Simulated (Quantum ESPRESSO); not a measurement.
# Aluminum (Fm-3m): phonons by linear response, part 3 of 3

How does Aluminum (Fm-3m) vibrate, and is this structure a minimum?

Quantum ESPRESSO 7.5; DFT LDA, scalar-relativistic, plane waves, PseudoDojo norm-conserving pseudopotentials.

So far. Step 5 (Phonons on a q mesh): The acoustic modes at Γ come out as far as 0.2 cm⁻¹ from zero, where they should vanish, a small numerical error. The relaxed cell has a = 3.978 Å (conventional setting).

## Step 7: Interpolated phonon bands (continued)

Force constants by pair (phonopy on the run's constants); pairs near half the supercell's span include their periodic images. Pair force constants, by row:

| atom | neighbour | distance (Å) | third of the trace (eV/Å²) | along the pair's line (eV/Å²) |
| --- | --- | --- | --- | --- |
| Al1 | itself | 0 | 5.027 | – |
| Al1 | Al | 2.813 | -0.3918 | -1.359 |
| Al1 | Al | 3.978 | -0.022 | -0.1121 |
| Al1 | Al | 4.873 | 0.0063 | 0.0281 |
| Al1 | Al | 5.626 | -0.0355 | -0.1039 |
| Al1 | Al | 6.29 | -0.0107 | -0.0312 |
| Al1 | Al | 6.891 | -0.0058 | -0.0058 |

Harmonic mean-square displacement, third of the trace. Mean-square displacements:

| T (K) | Al1 U_eq (Å²) |
| --- | --- |
| 0 | 0.00323 |
| 100 | 0.00406 |
| 300 | 0.00877 |
| 600 | 0.0168 |

Mode patterns, pair constants, displacements and means over the zone were worked out by phonopy from the force constants of q2r.x.

All branches are real along the path.

## Step 8: Sums over the zone

Sums over the zone need many more wavevectors than were solved, so the interpolation is sampled on a dense mesh.

matdyn.in

```
&INPUT
  asr    = 'simple'
  flfrc  = 'x.fc'
  dos    = .true.
  fldos  = 'x.dos'
  nk1    = 20
  nk2    = 20
  nk3    = 20
  deltaE = 1.0
/
```

Launch:

```console
matdyn.x -in matdyn.in > matdyn.out
```

Numbers of over 12 decimals in the logs are rounded to 6 here.

The program printed:

```text
[banner, memory and clock lines left out]
Program MATDYN v.7.5

 mass for atomic type   1 not given; uses mass from file x.fc
     Message from routine matdyn:
     Z* not found in file x.fc, TO-LO splitting at q=0 will be absent!

Note: The following floating-point exceptions are signalling: IEEE_UNDERFLOW_FLAG
```

Wall time 4.8 s (1 thread of Intel Xeon at 2.70GHz, shared host).

Numbers from this step:

| Quantity | Value |
| --- | --- |
| share of modes beyond 3i cm⁻¹ on the dense interpolated mesh | 0 |
| zero-point energy per atom | 40.16 meV |
| heat capacity at 300 K | 22.69 J/(mol atoms K) |
| vibrational entropy at 300 K | 26.45 J/(mol atoms K) |

Tetrahedra. Table of phonon density of states by wavenumber; read off at these points:

wavenumber (cm⁻¹), phonon density of states (1/cm⁻¹/cell) and a bar:
```
        0     0.0000 
       10     0.0000 
       20     0.0000 
       30     0.0002 
       40     0.0003 
       50     0.0005 #
       60     0.0007 #
       70     0.0011 #
       80     0.0015 ##
       90     0.0020 ##
      100     0.0027 ###
      110     0.0036 ####
      120     0.0049 #####
      130     0.0069 #######
      140     0.0102 ###########
      150     0.0173 ##################
      160     0.0178 ###################
      170     0.0185 ####################
      180     0.0192 ####################
      190     0.0199 #####################
      200     0.0215 #######################
      210     0.0150 ################
      220     0.0115 ############
      230     0.0099 ##########
      240     0.0100 ###########
      250     0.0100 ###########
      260     0.0097 ##########
      270     0.0084 #########
      280     0.0063 #######
      290     0.0214 #######################
      300     0.0284 ##############################
      310     0.0149 ################
      320     0.0082 #########
      330     0.0000
```

Harmonic thermodynamic functions per atom, summed over the density of states scaled to three modes an atom; melting is ignored. Thermodynamic functions:

| T (K) | F_vib (meV/atom) | S (J/mol-atom/K) | C_V (J/mol-atom/K) |
| --- | --- | --- | --- |
| 0 | 40.16 | 0 | 0 |
| 50 | 40.04 | 1.021 | 3.291 |
| 100 | 38.31 | 6.14 | 12.19 |
| 200 | 25.76 | 17.68 | 20.3 |
| 300 | 2.67 | 26.45 | 22.69 |
| 400 | -28.34 | 33.12 | 23.64 |
| 500 | -65.53 | 38.45 | 24.09 |
| 600 | -107.7 | 42.87 | 24.35 |
| 700 | -154.2 | 46.63 | 24.5 |
| 800 | -204.2 | 49.91 | 24.61 |
| 900 | -257.5 | 52.82 | 24.68 |
| 1000 | -313.6 | 55.42 | 24.73 |

At 300 K the heat capacity has reached 91 % of the Dulong-Petit value.

## Step 9: The dispersion under another sum rule (asr all)

The sum rule corrects the force constants themselves, so it can shift branches at any wavevector, low ones most.

matdyn.in

```
&INPUT
  asr              = 'all'
  flfrc            = 'x.fc'
  flfrq            = 'x.freq'
  flvec            = 'x.modes'
  q_in_band_form   = .true.
  q_in_cryst_coord = .true.
/
8
  0.0000000   0.0000000   0.0000000   8  ! GAMMA
  0.5000000  -0.0000000   0.5000000   8  ! X
  0.6250000   0.2500000   0.6250000   1  ! U
  0.3750000   0.3750000   0.7500000   8  ! K
  0.0000000   0.0000000   0.0000000   8  ! GAMMA
  0.5000000   0.5000000   0.5000000   8  ! L
  0.5000000   0.2500000   0.7500000   8  ! W
  0.5000000  -0.0000000   0.5000000   1  ! X
```

Launch:

```console
matdyn.x -in matdyn.in > matdyn.out
```

The program printed:

```text
[banner, memory and clock lines left out]
Program MATDYN v.7.5

 mass for atomic type   1 not given; uses mass from file x.fc
 Norm of the difference between old and new effective charges:    0.000000

 Huang before:    1   1   1   2,   residual stress:  -0.000000
 Huang before:    1   1   1   3,   residual stress:  -0.000000
 Huang before:    1   1   2   2,   residual stress:  -0.000000
 Huang before:    1   1   2   3,   residual stress:  -0.000000
 Huang before:    1   1   3   3,   residual stress:   0.000000
 Huang before:    1   2   1   3,   residual stress:  -0.000000
 Huang before:    1   2   2   2,   residual stress:   0.000000
 Huang before:    1   2   2   3,   residual stress:   0.000000
 Huang before:    1   2   3   3,   residual stress:  -0.000000
 Huang before:    1   3   2   2,   residual stress:  -0.000000
 Huang before:    1   3   2   3,   residual stress:   0.000000
 Huang before:    1   3   3   3,   residual stress:   0.000000
 Huang before:    2   2   2   3,   residual stress:   0.000000
 Huang before:    2   2   3   3,   residual stress:  -0.000000
 Huang before:    2   3   3   3,   residual stress:  -0.000000

 Norm of the difference between old and new force-constants:   1.29905e-08

     Message from routine matdyn:
     Z* not found in file x.fc, TO-LO splitting at q=0 will be absent!
     Message from routine matdyn:
     Z* not found in file x.fc, TO-LO splitting at q=0 will be absent!

Note: The following floating-point exceptions are signalling: IEEE_UNDERFLOW_FLAG

   You are using asr="all", please consider citing C. Lin, S. Ponc\'e and N. Marzari, npj Comput Mater 8, 236 (2022).
```

Run time: 0.71 s. Hardware: 1 thread.

At the labelled points the branches move by no more than 0.1 cm⁻¹.

## Step 10: Outcome

```yaml
space_group_after_relaxation: Fm-3m
volume_per_atom: 15.7 Å³
q_mesh: 4×4×4
lowest_mode_on_the_q_mesh_acoustic_ones_at_the_zone_centre_apart: 115.3 cm⁻¹
zero_point_energy_per_atom: 40.2 meV
heat_capacity_at_300_k: 22.7 J/(mol atoms K)
vibrational_entropy_at_300_k: 26.4 J/(mol atoms K)
imaginary_modes_on_the_q_mesh: none
```

What this shows: Aluminum (Fm-3m) is dynamically stable on the 4×4×4 mesh; its spectrum reaches 329 cm⁻¹. These are harmonic frequencies at zero temperature: anharmonic shifts and linewidths and thermal expansion are left out. In a metal the frequencies hang on the k mesh and the smearing, most of all near Kohn anomalies.

[Host names and launcher messages were left out of these logs when they were recorded.]

[Logs are printed without paths, hosts, clocks, repeated set-up lines and the standing remarks that a program may print on its own settings, such as how far it seeks lower states.]

[Hosts, paths, dates, database ids (printed as entryN), source tags and the programs' standing remarks are cut or masked in the printed files.]
